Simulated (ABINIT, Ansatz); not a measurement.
# SiO2 (Quartz): G0W0 with ABINIT, start to end, part 3 of 3

How does a plane-wave GW calculation on SiO2 (Quartz) run from the first input to the gap?

ABINIT 10.8.3; LDA and many-body steps on it, plane waves. Known limits of the many-body steps: not at the basis limit; coarse k mesh.

So far. Step 3 (Bands along the symmetry lines): The gap is 5.801 eV, as in the run before at this level. Step 4 (Empty states on the mesh, 3×3×4 mesh, 731 bands): On this mesh the gap is 5.801 eV.

### 5. Screening, 3×3×4 mesh, 665 bands, screening to 272.1 eV

The RPA dielectric matrix is built and inverted for each q.

This step: RPA screening on LDA, plane waves, norm-conserving pseudopotentials.

run.abi reads:

```
acell 3*1.0 Angstrom
rprim 
  4.915799999986 0.000000000003 0.000000000000
  -2.457899999996 4.257207679910 0.000000000000
  0.000000000000 0.000000000000 5.409100000000
ntypat 2
znucl 14 8
natom 9
typat 1 1 1 2 2 2 2 2 2
xred 
  0.530300000000 0.000000000000 0.333333333333
  0.000000000000 0.530300000000 0.666666666667
  0.469700000000 0.469700000000 -0.000000000000
  0.146200000000 0.414200000000 0.881000000000
  0.585800000000 0.732000000000 0.214333333333
  0.268000000000 0.853800000000 0.547666666667
  0.414200000000 0.146200000000 0.119000000000
  0.732000000000 0.585800000000 0.785666666667
  0.853800000000 0.268000000000 0.452333333333
pp_dirpath "pseudos"
pseudos "Si.upf, O.upf"
ecut 36
ngkpt 3 3 4
nshiftk 1
shiftk 0 0 0
kptopt 1
chksymbreak 0
istwfk *1
occopt 1
irdwfk 1
optdriver 3
nband 665
ecuteps 10
inclvkb 2
awtr 1
symchi 1
indata_prefix "in"
outdata_prefix "out"
tmpdata_prefix "tmp"
```

The run is started by

```sh
> OMP_NUM_THREADS=1 mpirun -n 16 abinit run.abi > log
```

Numbers of over 12 decimals in the logs are rounded to 6 here.

The log of the run:

```text
.Version 10.8.3 of ABINIT. v10.8.2 released Aug 2026.

 Symmetries : space group P3_1 2 1 (#152); Bravais hP (primitive hexag.)
[... echo of the input left out ...]
== DATASET  1 ==================================================================
-   mpi_nproc: 16, omp_nthreads: 1 (-1 if OMP is not activated)

--- !DatasetInfo
iteration_state: {dtset: 1, }
dimensions: {natom: 9, nkpt: 10, mband: 665, nsppol: 1, nspinor: 1, nspden: 1, mpw: 7935, }
cutoff_energies: {ecut:  36.0, pawecutdg:  -1.0, }
electrons: {nelect:   4.80000000E+01, charge:   0.00000000E+00, occopt:   1.00000000E+00, tsmear:   1.00000000E-02, }

 SCREENING: Calculation of the susceptibility and dielectric matrices

 Based on a program developped by R.W. Godby, V. Olevano, G. Onida, and L. Reining.
 Incorporated in ABINIT by V. Olevano, G.-M. Rignanese, and M. Torrent.
.Using double precision arithmetic ; gwpc =  8

[... cell and pseudopotentials left out ...]
--------------------------------------------------------------------------------

 ==== K-mesh for the wavefunctions ====
 Number of points in the irreducible wedge :    10
[... list of points left out ...]
 Together with  6 symmetry operations and time-reversal symmetry
 yields    36 points in the full Brillouin Zone.

 ==== Q-mesh for the screening function ====
 Number of points in the irreducible wedge :    10
[... list of points left out ...]
 Together with  6 symmetry operations and time-reversal symmetry
 yields    36 points in the full Brillouin Zone.

 setmesh: FFT mesh size selected  =    36x   36x   45
          total number of points  =        58320

 vcoul_init : cutoff-mode = AUXILIARY_FUNCTION
 q-points for optical limit:   1
     1)      0.000010    0.000020    0.000030

- screening: taking advantage of time-reversal symmetry
- Maximum band index for partially occupied states nbvw = 24
- Remaining bands to be divided among processors   nbcw = 641
- Number of bands treated by each node ~40

 Number of electrons calculated from density =   48.0000; Expected =   48.0000
 average of density, n =  0.062835
 r_s =    1.5604
 omega_plasma =   24.1800 [eV]

 calculating chi0 at frequencies [eV] :
  1    0.000000E+00    0.000000E+00
  2    0.000000E+00    2.417998E+01

--------------------------------------------------------------------------------
  q-point number  1        q = ( 0.000000, 0.000000, 0.000000) [r.l.u.]
--------------------------------------------------------------------------------
[... chi0 elements left out ...]
 For q-point:  0.000010 0.000020 0.000030
  dielectric constant =   2.3790
  dielectric constant without local fields =   2.6052

  Average fulfillment of the sum rule on Im[epsilon] for q-point    1 :     89.50  [%]
[... wings left out ...]
  q-point number  2        q = ( 0.333333, 0.000000, 0.000000) [r.l.u.]
--------------------------------------------------------------------------------
[... chi0 elements left out ...]
  Average fulfillment of the sum rule on Im[epsilon] for q-point    2 :     91.46  [%]

 [... 8 further q-points ...]
```

Elapsed: 26 min, on 16 MPI ranks of Arm Neoverse V1, shared host; peak memory 13 GiB; 6.8 h of CPU time.

This step gave:

```
ε∞ with local fields, on this mesh, along the program's q direction : 2.379
the same without local fields                                       : 2.605
plasma frequency                                                    : 24.18 eV
plane waves in the screening matrix                                 : 1155
```

Local fields lower ε∞ by 9 %. On a Γ-centred mesh this coarse the value itself is usually too large, while a short band sum pulls it down.

### 6. Self-energy, 3×3×4 mesh, 665 bands, screening to 272.1 eV

The self-energy is evaluated for the states that the input lists, and the levels follow from it, in one-shot runs by the linearised quasiparticle equation.

This step: G0W0 on LDA, plane waves, norm-conserving pseudopotentials.

run.abi: that of step 5 with these lines changed.

```diff
@@ -30,8 +30,17 @@
 irdwfk 1
-optdriver 3
+optdriver 4
 nband 665
+gwcalctyp 0
+ecutsigx 36
+symsigma 1
+nkptgw 2
+kptgw 
+  0.3333333333 0.3333333333 0.0000000000
+  0.0000000000 0.0000000000 0.0000000000
+bdgw 
+  22 26
+  23 27
 ecuteps 10
-inclvkb 2
-awtr 1
-symchi 1
+irdscr 1
+ppmodel 1
 indata_prefix "in"
```

The log of the run:

```text
.Version 10.8.3 of ABINIT. v10.8.2 released Aug 2026.

 Symmetries : space group P3_1 2 1 (#152); Bravais hP (primitive hexag.)
[... echo of the input left out ...]
== DATASET  1 ==================================================================
-   mpi_nproc: 16, omp_nthreads: 1 (-1 if OMP is not activated)

--- !DatasetInfo
iteration_state: {dtset: 1, }
dimensions: {natom: 9, nkpt: 10, mband: 665, nsppol: 1, nspinor: 1, nspden: 1, mpw: 7935, }
cutoff_energies: {ecut:  36.0, pawecutdg:  -1.0, }
electrons: {nelect:   4.80000000E+01, charge:   0.00000000E+00, occopt:   1.00000000E+00, tsmear:   1.00000000E-02, }

 SIGMA: Calculation of the GW corrections

 Based on a program developped by R.W. Godby, V. Olevano, G. Onida, and L. Reining.
 Incorporated in ABINIT by V. Olevano, G.-M. Rignanese, and M. Torrent.
.Using double precision arithmetic ; gwpc =  8

[... cell and pseudopotentials left out ...]
--------------------------------------------------------------------------------

 ==== K-mesh for the wavefunctions ====
 Number of points in the irreducible wedge :    10
[... list of points left out ...]
 Together with  6 symmetry operations and time-reversal symmetry
 yields    36 points in the full Brillouin Zone.

 ==== Q-mesh for screening function ====
 Number of points in the irreducible wedge :    10
[... list of points left out ...]
 Together with  6 symmetry operations and time-reversal symmetry
 yields    36 points in the full Brillouin Zone.

 vcoul_init : cutoff-mode = AUXILIARY_FUNCTION
 q-points for optical limit:   1
     1)      0.000010    0.000020    0.000030
 setmesh: FFT mesh size selected  =    45x   45x   60
          total number of points  =       121500

 Number of electrons calculated from density =   48.0000; Expected =   48.0000
 average of density, n =  0.062835
 r_s =    1.5604
 omega_plasma =   24.1800 [eV]

 === KS Band Gaps ===
  >>>> For spin  1
   Minimum direct gap =   6.1255 [eV], located at k-point      :   0.0000  0.0000  0.0000
   Fundamental gap    =   5.8014 [eV], Top of valence bands at :   0.3333  0.3333  0.0000
                                       Bottom of conduction at :   0.0000  0.0000  0.0000
 SIGMA fundamental parameters:
 PLASMON POLE MODEL  1
 number of plane-waves for SigmaX                 7935
 number of plane-waves for SigmaC and W           1155
 number of plane-waves for wavefunctions          7935
 number of bands                                   665
 number of independent spin polarizations            1
 number of spinorial components                      1
 number of k-points in IBZ                          10
 number of q-points in IBZ                          10
 number of symmetry operations                       6
 number of k-points in BZ                           36
 number of q-points in BZ                           36
 number of frequencies for dSigma/dE                 9
 frequency step for dSigma/dE [eV]                0.25
 number of omega for Sigma on real axis              0
 max omega for Sigma on real axis  [eV]           0.00
 zcut for avoiding poles [eV]                     0.10

 EPSILON^-1 parameters (SCR file):
 dimension of the eps^-1 matrix on file           1155
 dimension of the eps^-1 matrix used              1155
 number of plane-waves for wavefunctions          7935
 number of bands                                   665
 number of q-points in IBZ                          10
 number of frequencies                               2
 number of real frequencies                          1
 number of imag frequencies                          1

 matrix elements of self-energy operator (all in [eV])

 Perturbative Calculation

--- !SelfEnergy_ee
iteration_state: {dtset: 1, }
kpoint     : [   0.333,    0.333,    0.000, ]
spin       : 1
KS_gap     :    8.700
QP_gap     :   12.186
Delta_QP_KS:    3.487
data: !SigmaeeData |
     Band     E0 <VxcDFT>   SigX SigC(E0)      Z dSigC/dE  Sig(E)    E-E0       E
       22  -0.320 -19.498 -25.443   3.613   0.808  -0.237 -21.382  -1.884  -2.204
       23  -0.320 -19.498 -25.443   3.613   0.808  -0.237 -21.382  -1.884  -2.204
       24   0.118 -19.840 -25.684   3.575   0.809  -0.236 -21.675  -1.835  -1.717
       25   8.818 -12.569  -7.125  -3.512   0.854  -0.170 -10.918   1.652  10.470
       26   8.818 -12.569  -7.125  -3.512   0.854  -0.170 -10.918   1.652  10.470

--- !SelfEnergy_ee
iteration_state: {dtset: 1, }
kpoint     : [   0.000,    0.000,    0.000, ]
spin       : 1
KS_gap     :    6.125
QP_gap     :    9.356
Delta_QP_KS:    3.230
data: !SigmaeeData |
     Band     E0 <VxcDFT>   SigX SigC(E0)      Z dSigC/dE  Sig(E)    E-E0       E
       23  -0.206 -19.281 -25.136   3.543   0.810  -0.235 -21.153  -1.872  -2.078
       24  -0.206 -19.281 -25.136   3.543   0.810  -0.235 -21.153  -1.872  -2.078
       25   5.920 -11.309  -6.504  -3.235   0.865  -0.156  -9.951   1.359   7.278
       26   9.156 -10.834  -5.317  -3.672   0.862  -0.160  -9.243   1.591  10.747
       27   9.156 -10.834  -5.317  -3.672   0.862  -0.160  -9.243   1.591  10.747

== END DATASET(S) ==============================================================
================================================================================

 -outvars: echo values of variables after computation  --------
           etotal      0.0000000000E+00
            nband         665
             nkpt          10
          spgroup         152
 [... the other variables as echoed above ...]

 Calculation completed.
```

The job ended after 4.9 min (16 MPI ranks; peak memory 22 GiB).

Numbers from this step:

```yaml
g0w0_gap_on_the_points_computed: 8.995 eV
starting_gap_on_the_mesh: 5.801 eV
k_of_the_valence_top: 0.3333, 0.3333, 0
k_of_the_conduction_bottom: 0, 0, 0
z_at_the_valence_top: 0.809
z_at_the_conduction_bottom: 0.865
least_direct_g0w0_gap_on_the_computed_points: 9.356 eV
```

The gap on the mesh goes from 5.80 eV to 8.99 eV, a correction of +3.19 eV.

Limits: finite bands, cutoff and mesh; coarse k mesh. v1 is the top filled band, c1 the lowest empty one. Levels before and after the correction, in eV, zero at the valence-band top of each column:

```
           conduction bottom  valence top
Kohn-Sham               5.80         0.00
     G0W0               8.99         0.00
```

|  | level | energy (eV) |
| --- | --- | --- |
| Kohn-Sham | (0.333 0.333 0) v3-v2 | -0.439 |
| Kohn-Sham | (0.333 0.333 0) v1 | 0.000 |
| Kohn-Sham | (0.333 0.333 0) c1-c2 | 8.699 |
| Kohn-Sham | Γ v2-v1 | -0.324 |
| Kohn-Sham | Γ c1 | 5.801 |
| Kohn-Sham | Γ c2-c3 | 9.038 |
| G0W0 | (0.333 0.333 0) v3-v2 | -0.487 |
| G0W0 | (0.333 0.333 0) v1 | 0.000 |
| G0W0 | (0.333 0.333 0) c1-c2 | 12.187 |
| G0W0 | Γ v2-v1 | -0.361 |
| G0W0 | Γ c1 | 8.995 |
| G0W0 | Γ c2-c3 | 12.464 |

### 7. Where the time went

Times are wall times on the hardware named with each run. The host was busy with other work, so they are no guide to cost.

```
                          step     time  share  memory (GiB)
                  ground state     28 s    1 %           1.6
bands along the symmetry lines     26 s    1 %           1.3
      empty states on the mesh   12 min   27 %           2.1
                     screening   26 min   60 %            13
                   self-energy  4.9 min   11 %            22
```

### 8. Outcome

| Item | Value |
| --- | --- |
| LDA gap | 5.80 eV, indirect |
| G0W0 gap on the mesh | 8.99 eV |
| GW settings | 3×3×4 mesh, 665 bands, screening to 272.1 eV, Godby-Needs plasmon pole |
| known limits | not at the basis limit; coarse k mesh |

**Reading.** G0W0 moves the gap on the mesh from 5.80 eV to 8.99 eV (+3.19 eV), with Z of 0.81 and 0.86 at the edges. Local fields lower the RPA ε∞ on this mesh from 2.61 to 2.38; a Γ-centred mesh this coarse tends to raise both, most where the direct gap is narrow, while a short band sum lowers them. Only 2 of the mesh's irreducible points were corrected, so a valley elsewhere could overtake. The dearest step here is «screening». Bands and cutoff are finite, so the gap is not at the basis limit. The miss can reach some tenths of an eV and take either sign; the mesh is an error of its own. In the G0W0 run levels were corrected at 2 k points alone, so a gap called «on the mesh» is the least over those, and an edge elsewhere would be missed. The 3×3×4 mesh is coarse for this cell, which bears on the long-range parts of exchange and screening.

[Paths, hosts, dates, memory and timing lines, banners, echoed tables and standing remarks are left out of the program output.]

[Logs are printed without paths, hosts, clocks, repeated set-up lines and the standing remarks that a program may print on its own settings, such as how far it seeks lower states.]

[Runs of the session that timed out or met a known fault of the program may be left out.]

[Hosts, paths, dates, database ids (printed as entryN), source tags and the programs' standing remarks are cut or masked in the printed files.]

[G0W0 gaps are taken among the corrected bands and points alone; a level outside them can change the order at an edge.]

[Where Ansatz stands beside ABINIT at settings called matched, ABINIT's density can come from a denser mesh and the files from another edition; pairs whose starting gaps differed by over 0.03 eV were left out, so agreement reads better than it is.]
